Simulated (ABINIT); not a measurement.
## CdSiS3 (Pm-3m): zone-centre phonons

Aim: the zone-centre modes of CdSiS3 (Pm-3m).

Main program and level: ABINIT 10.8.3; DFT LDA, scalar-relativistic, plane waves, PseudoDojo norm-conserving pseudopotentials.

Most raw output is cut from this account.

The structure was built from a prototype and need not be the compound's stable phase.

### 1. The starting structure

The structure is cubic, space group Pm-3m (No. 221). Conventional cell: a = 4.346 Å, b = 4.346 Å, c = 4.346 Å, α = 90.00°, β = 90.00°, γ = 90.00°. Cd has 12 S at 3.07 Å nearest. Nearest to Si lie 6 S at 2.17 Å. S has 2 Si at 2.17 Å and 4 Cd at 3.07 Å nearest. Farther neighbours and most contacts between anions are not listed.

### 2. A first look

A first run with smearing and empty bands tells whether the crystal has a gap, which decides between fixed occupations and smearing later on.

Input file probe.abi:

```
# ground state
tolvrs 1.0d-08
prtden 1
prtwf 1

# basis, mesh and filling
ecut 47.0
ngkpt 4 4 4
nshiftk 1
shiftk 0.0 0.0 0.0
istwfk *1
occopt 7
tsmear 0.005
nband 30
nstep 100
diemac 9.0
prtebands 0
prtgsr 0
useylm 1

# cell and atoms
acell 8.211993847 8.211993847 8.211993847
rprim 
    1.0 0.0 0.0
    0.0 1.0 0.0
    0.0 0.0 1.0
ntypat 3
znucl 48 14 16
natom 5
typat 1 2 3 3 3
xred 
    0.0 0.0 0.0
    0.5 0.5 0.5
    0.5 0.5 0.0
    0.5 0.0 0.5
    0.0 0.5 0.5
pp_dirpath "./pseudo"
pseudos "Cd.upf, Si.upf, S.upf"
```

Command:

```console
> OMP_NUM_THREADS=1 mpirun -n 4 abinit probe.abi > probe.log
```

Elapsed: 52 s, on 4 MPI ranks of Arm Neoverse V1, shared host.

This step gave:

| Item | Value |
| --- | --- |
| volume per atom | 16.41 Å³ |
| pressure | 9.250 GPa |
| gap on the k-mesh | 0 eV |

No gap opens on this mesh, so smearing is kept; the printed pressure holds the stress of the finite basis too.

### 3. Rough relaxation

The typed start is rough, so a first relaxation with smearing and loose thresholds takes it towards rest cheaply.

Input file prerelax.abi:

```
# relaxation
ionmov 2
optcell 2
dilatmx 1.15
chkdilatmx 0
ntime 40
tolmxf 3.0d-04
tolvrs 1.0d-10
prtwf 0
prtden 0
chksymtnons 0

# basis, mesh and filling
ecut 46.0
ecutsm 3.0
ngkpt 4 4 4
nshiftk 1
shiftk 0.0 0.0 0.0
istwfk *1
occopt 7
tsmear 0.005
nband 30
nstep 100
diemac 1000000.0
prtebands 0
prtgsr 0
useylm 1

# cell and atoms
acell 8.211993847 8.211993847 8.211993847
rprim 
    1.0 0.0 0.0
    0.0 1.0 0.0
    0.0 0.0 1.0
ntypat 3
znucl 48 14 16
natom 5
typat 1 2 3 3 3
xred 
    0.0 0.0 0.0
    0.5 0.5 0.5
    0.5 0.5 0.0
    0.5 0.0 0.5
    0.0 0.5 0.5
pp_dirpath "./pseudo"
pseudos "Cd.upf, Si.upf, S.upf"
```

Command:

```console
> OMP_NUM_THREADS=1 mpirun -n 4 abinit prerelax.abi > prerelax.log
```

Wall time 3.5 min (4 MPI ranks).

The steps of the relaxation:

```csv
step,energy less that of the first step (eV),largest force (eV/Å),volume (Å³)
1,0.0000,0.0000,82.06
2,-0.1151,0.0000,84.46
3,-0.2068,0.0000,89.08
4,-0.2079,0.0000,89.65
```

```csv
"conventional cell, symmetrised",before,after,change
a (Å),4.346,4.476,+3.0 %
b (Å),4.346,4.476,+3.0 %
c (Å),4.346,4.476,+3.0 %
volume (Å³/atom),16.41,17.93,+9.2 %
```

Final coordinates:

```xyz
5
Lattice="4.4756 0.0000 0.0000 0.0000 4.4756 0.0000 0.0000 0.0000 4.4756" Properties=species:S:1:pos:R:3 pbc="T T T"
Cd    0.0000    0.0000    0.0000
Si    2.2378    2.2378    2.2378
S     2.2378    2.2378    0.0000
S     2.2378    0.0000    2.2378
S     0.0000    2.2378    2.2378
```

This step gave:

```yaml
volume_per_atom: 17.93 Å³
pressure: 0.04958 GPa
```

The volume changes by +9.2 % in this run and stands +9.2 % from the first cell.

### 4. Relaxation

The harmonic expansion needs vanishing forces, and a free crystal bears no stress, so cell and atoms are brought to rest. Stress is more sensitive to the basis than forces are: the last 3 Ha under the cutoff are smoothed with ecutsm, and the cutoff is raised above that of the later runs.

Input file relax.abi:

```
# relaxation
ionmov 2
optcell 2
dilatmx 1.08
ntime 40
tolmxf 1.0d-05
tolvrs 1.0d-14
prtwf 0
prtden 0
chksymtnons 0

# basis, mesh and filling
ecut 57.0
ecutsm 3.0
ngkpt 6 6 6
nshiftk 1
shiftk 0.0 0.0 0.0
istwfk *1
occopt 6
tsmear 0.01
nband 30
nstep 100
diemac 1000000.0
prtebands 0
prtgsr 0
useylm 1

# cell and atoms
acell 8.457735008 8.457735008 8.457735008
rprim 
    1.0 0.0 0.0
    0.0 1.0 0.0
    0.0 0.0 1.0
ntypat 3
znucl 48 14 16
natom 5
typat 1 2 3 3 3
xred 
    0.0 0.0 0.0
    0.5 0.5 0.5
    0.5 0.5 0.0
    0.5 0.0 0.5
    0.0 0.5 0.5
pp_dirpath "./pseudo"
pseudos "Cd.upf, Si.upf, S.upf"
```

Command:

```console
> OMP_NUM_THREADS=1 mpirun -n 4 abinit relax.abi > relax.log
```

Wall time 5.5 min (4 MPI ranks).

Step by step:

```csv
step,energy less that of the first step (eV),largest force (eV/Å),volume (Å³)
1,0.0000,0.0000,89.65
2,-0.0002,0.0000,89.54
3,-0.0005,0.0000,89.23
```

```csv
"conventional cell, symmetrised",before,after,change
a (Å),4.476,4.469,-0.2 %
b (Å),4.476,4.469,-0.2 %
c (Å),4.476,4.469,-0.2 %
volume (Å³/atom),17.93,17.85,-0.5 %
```

The relaxed structure:

```cif
data_structure
_symmetry_space_group_name_H-M 'P 1'
_symmetry_Int_Tables_number 1
_cell_length_a 4.4685
_cell_length_b 4.4685
_cell_length_c 4.4685
_cell_angle_alpha 90.000
_cell_angle_beta 90.000
_cell_angle_gamma 90.000
_cell_volume 89.23
loop_
_atom_site_label
_atom_site_type_symbol
_atom_site_fract_x
_atom_site_fract_y
_atom_site_fract_z
_atom_site_occupancy
Cd1 Cd 0.00000 0.00000 0.00000 1
Si2 Si 0.50000 0.50000 0.50000 1
S3 S 0.50000 0.50000 0.00000 1
S4 S 0.50000 0.00000 0.50000 1
S5 S 0.00000 0.50000 0.50000 1
```

Read from the output:

```yaml
volume_per_atom: 17.85 Å³
pressure: 0.002266 GPa
```

The volume changes by -0.5 % in this run and stands +8.7 % from the first cell.

### 5. Self-consistent run for the response

First-order wavefunctions inherit every error of the ground state, hence the very tight tolvrs. Smearing stays on, as the first look found no gap above 0.3 eV.

Input file gs.abi:

```
# ground state
tolvrs 1.0d-16
prtden 1
prtwf 1

# basis, mesh and filling
ecut 47.0
ngkpt 6 6 6
nshiftk 1
shiftk 0.0 0.0 0.0
istwfk *1
occopt 6
tsmear 0.01
nband 30
nstep 100
diemac 1000000.0
prtebands 0
prtgsr 0
useylm 1

# cell and atoms
acell 8.444304971 8.444304971 8.444304971
rprim 
    1.0 0.0 0.0
    0.0 1.0 0.0
    0.0 0.0 1.0
ntypat 3
znucl 48 14 16
natom 5
typat 1 2 3 3 3
xred 
    0.0 0.0 0.0
    0.5 0.5 0.5
    0.5 0.5 0.0
    0.5 0.0 0.5
    0.0 0.5 0.5
pp_dirpath "./pseudo"
pseudos "Cd.upf, Si.upf, S.upf"
```

Command:

```console
> OMP_NUM_THREADS=1 mpirun -n 4 abinit gs.abi > gs.log
```

Run time: 1.8 min. Hardware: 4 MPI ranks.

This step gave:

```
pressure : -0.1967 GPa
```

The cell stands at -0.20 GPa: the relaxation ran with a smoothed and higher cutoff, and the difference is a stress of the finite basis.

### 6. Zone-centre response

At q = 0 one unit cell holds all displacements. The response is solved for single atoms along the cell's directions, and symmetry skips those that follow from others. The crystal is treated as a metal, which screens a static field, so no field response is asked.

Input file dfpt_gamma.abi:

```

# common to the responses
getwfk_filepath "gso_WFK"
kptopt 2
nqpt 1
qpt 0.0 0.0 0.0
asr 0
chneut 0

# displacements
rfphon 1
rfatpol 1 5
rfdir 1 1 1
tolvrs 1.0d-10
prtwf 0

# basis, mesh and filling
ecut 47.0
ngkpt 6 6 6
nshiftk 1
shiftk 0.0 0.0 0.0
istwfk *1
occopt 6
tsmear 0.01
nband 30
nstep 100
diemac 1000000.0
prtebands 0
prtgsr 0
useylm 1

# cell and atoms
acell 8.444304971 8.444304971 8.444304971
rprim 
    1.0 0.0 0.0
    0.0 1.0 0.0
    0.0 0.0 1.0
ntypat 3
znucl 48 14 16
natom 5
typat 1 2 3 3 3
xred 
    0.0 0.0 0.0
    0.5 0.5 0.5
    0.5 0.5 0.0
    0.5 0.0 0.5
    0.0 0.5 0.5
pp_dirpath "./pseudo"
pseudos "Cd.upf, Si.upf, S.upf"
```

Command:

```console
> OMP_NUM_THREADS=1 mpirun -n 4 abinit dfpt_gamma.abi > dfpt_gamma.log
```

Wall time 11 min (4 MPI ranks); 43 min of CPU time.

Numbers from this step:

```yaml
largest_acoustic_frequency_at_the_zone_centre_before_the_sum_rule: 2.95 cm⁻¹
highest_optical_zone_centre_mode_no_lo_to_term: 396.2 cm⁻¹
lowest_optical_zone_centre_mode: -197.4 cm⁻¹
```

The acoustic modes at Γ come out as far as 3.0 cm⁻¹ from zero, where they should vanish, a small numerical error. The lowest optical mode is imaginary, 197i cm⁻¹, an instability at this level and on this k mesh.

### 7. Modes with the sum rule

anaddb reads the merged derivatives and imposes the acoustic sum rule.

Input file anaddb.abi:

```
ddb_filepath "gamma_DDB"
output_file "anaddb.abo"
outdata_prefix "anaddb"
asr 1
chneut 1
enunit 2
eivec 1
nph1l 1
qph1l 0.0 0.0 0.0 1.0
```

Input file mrgddb.in:

```
gamma_DDB
merged
2
dfpt_gammao_DDB
gso_DDB
```

Command:

```console
> mrgddb < mrgddb.in > mrgddb.log
> OMP_NUM_THREADS=1 anaddb anaddb.abi > anaddb.log
```

The job ended after 0.5 s (1 thread).

This step gave:

| Quantity | Value |
| --- | --- |
| highest optical zone-centre mode (no LO-TO term) | 396.3 cm⁻¹ |
| lowest optical zone-centre mode | -197.2 cm⁻¹ |

No LO-TO term; unit eigenvectors of the mass-weighted matrix, from anaddb's displacements. The modes at Γ (shares of kinetic energy by element, %) (negative means imaginary):

```csv
mode,frequency (cm⁻¹),symmetry,Cd %,Si %,S %
1,-197.2,T2u,0,0,100
2,-197.2,T2u,0,0,100
3,-197.2,T2u,0,0,100
4,-116.8,T1u,14,20,66
5,-116.8,T1u,14,20,66
6,-116.8,T1u,14,20,66
7,-13.5,T1u,39,42,19
8,-13.5,T1u,39,42,19
9,-13.5,T1u,39,42,19
10,0.0,acoustic,47,12,41
11,0.0,acoustic,47,12,41
12,0.0,acoustic,47,12,41
13,396.3,T1u,0,26,74
14,396.3,T1u,0,26,74
15,396.3,T1u,0,26,74
```

Displacements in mode 1 (-197.2 cm⁻¹), the largest set to 1:
```
Cd1  0.00  0.00  0.00
Si2  0.00  0.00  0.00
S3   0.00  0.00  0.00
S4   0.00  0.00 -1.00
S5   0.00  0.00  1.00
```

Displacements in mode 7 (-13.5 cm⁻¹), the largest set to 1:
```
Cd1  0.00  0.00 -0.48
Si2  0.00  0.00  1.00
S3   0.00  0.00  0.62
S4   0.00  0.00  0.09
S5   0.00  0.00  0.09
```

The rule also moves an optical mode by 0.9 cm⁻¹.

### 8. Sum rules set otherwise (asr 0)

Without the rule the raw error of the acoustic modes shows.

anaddb.abi: that of step 7 with these lines changed.

```diff
@@ -3,4 +3,4 @@
 outdata_prefix "anaddb"
-asr 1
-chneut 1
+asr 0
+chneut 0
 enunit 2
```

mrgddb.in is that of step 7.

Run time: 0.5 s. Hardware: 1 thread.

Read from the output:

```
highest optical zone-centre mode (no LO-TO term) : 396.2 cm⁻¹
lowest optical zone-centre mode                  : -197.4 cm⁻¹
```

Zone-centre frequencies as printed; negative means imaginary. Modes:

```csv
mode,frequency (cm⁻¹)
1,-197.4
2,-197.4
3,-197.4
4,-117
5,-117
6,-117
7,-14.38
8,-14.38
9,-14.38
10,2.95
11,2.95
12,2.95
13,396.2
14,396.2
15,396.2
```

### 9. What came out

```json
{"space group after relaxation": "Pm-3m", "volume per atom": "17.8 Å³", "highest optical zone-centre mode (no LO-TO term)": "396.3 cm⁻¹", "lowest optical zone-centre mode": "-197.2 cm⁻¹", "imaginary optical modes at the zone centre (no q mesh in this session)": "yes"}
```

In words: At the LDA level the optical modes of CdSiS3 (Pm-3m) at the zone centre run from 197i to 396 cm⁻¹, so the structure is a saddle point, with 9 modes beyond 10i cm⁻¹ there. These are harmonic frequencies at zero temperature: anharmonic shifts and linewidths and thermal expansion are left out. In a metal the frequencies hang on the k mesh and the smearing, most of all near Kohn anomalies. The structure is a hypothetical one, built on a prototype.

[Host names and launcher messages were left out of these logs when they were recorded.]

[Logs are printed without paths, hosts, clocks, repeated set-up lines and the standing remarks that a program may print on its own settings, such as how far it seeks lower states.]

[Hosts, paths, dates, database ids (printed as entryN), source tags and the programs' standing remarks are cut or masked in the printed files.]
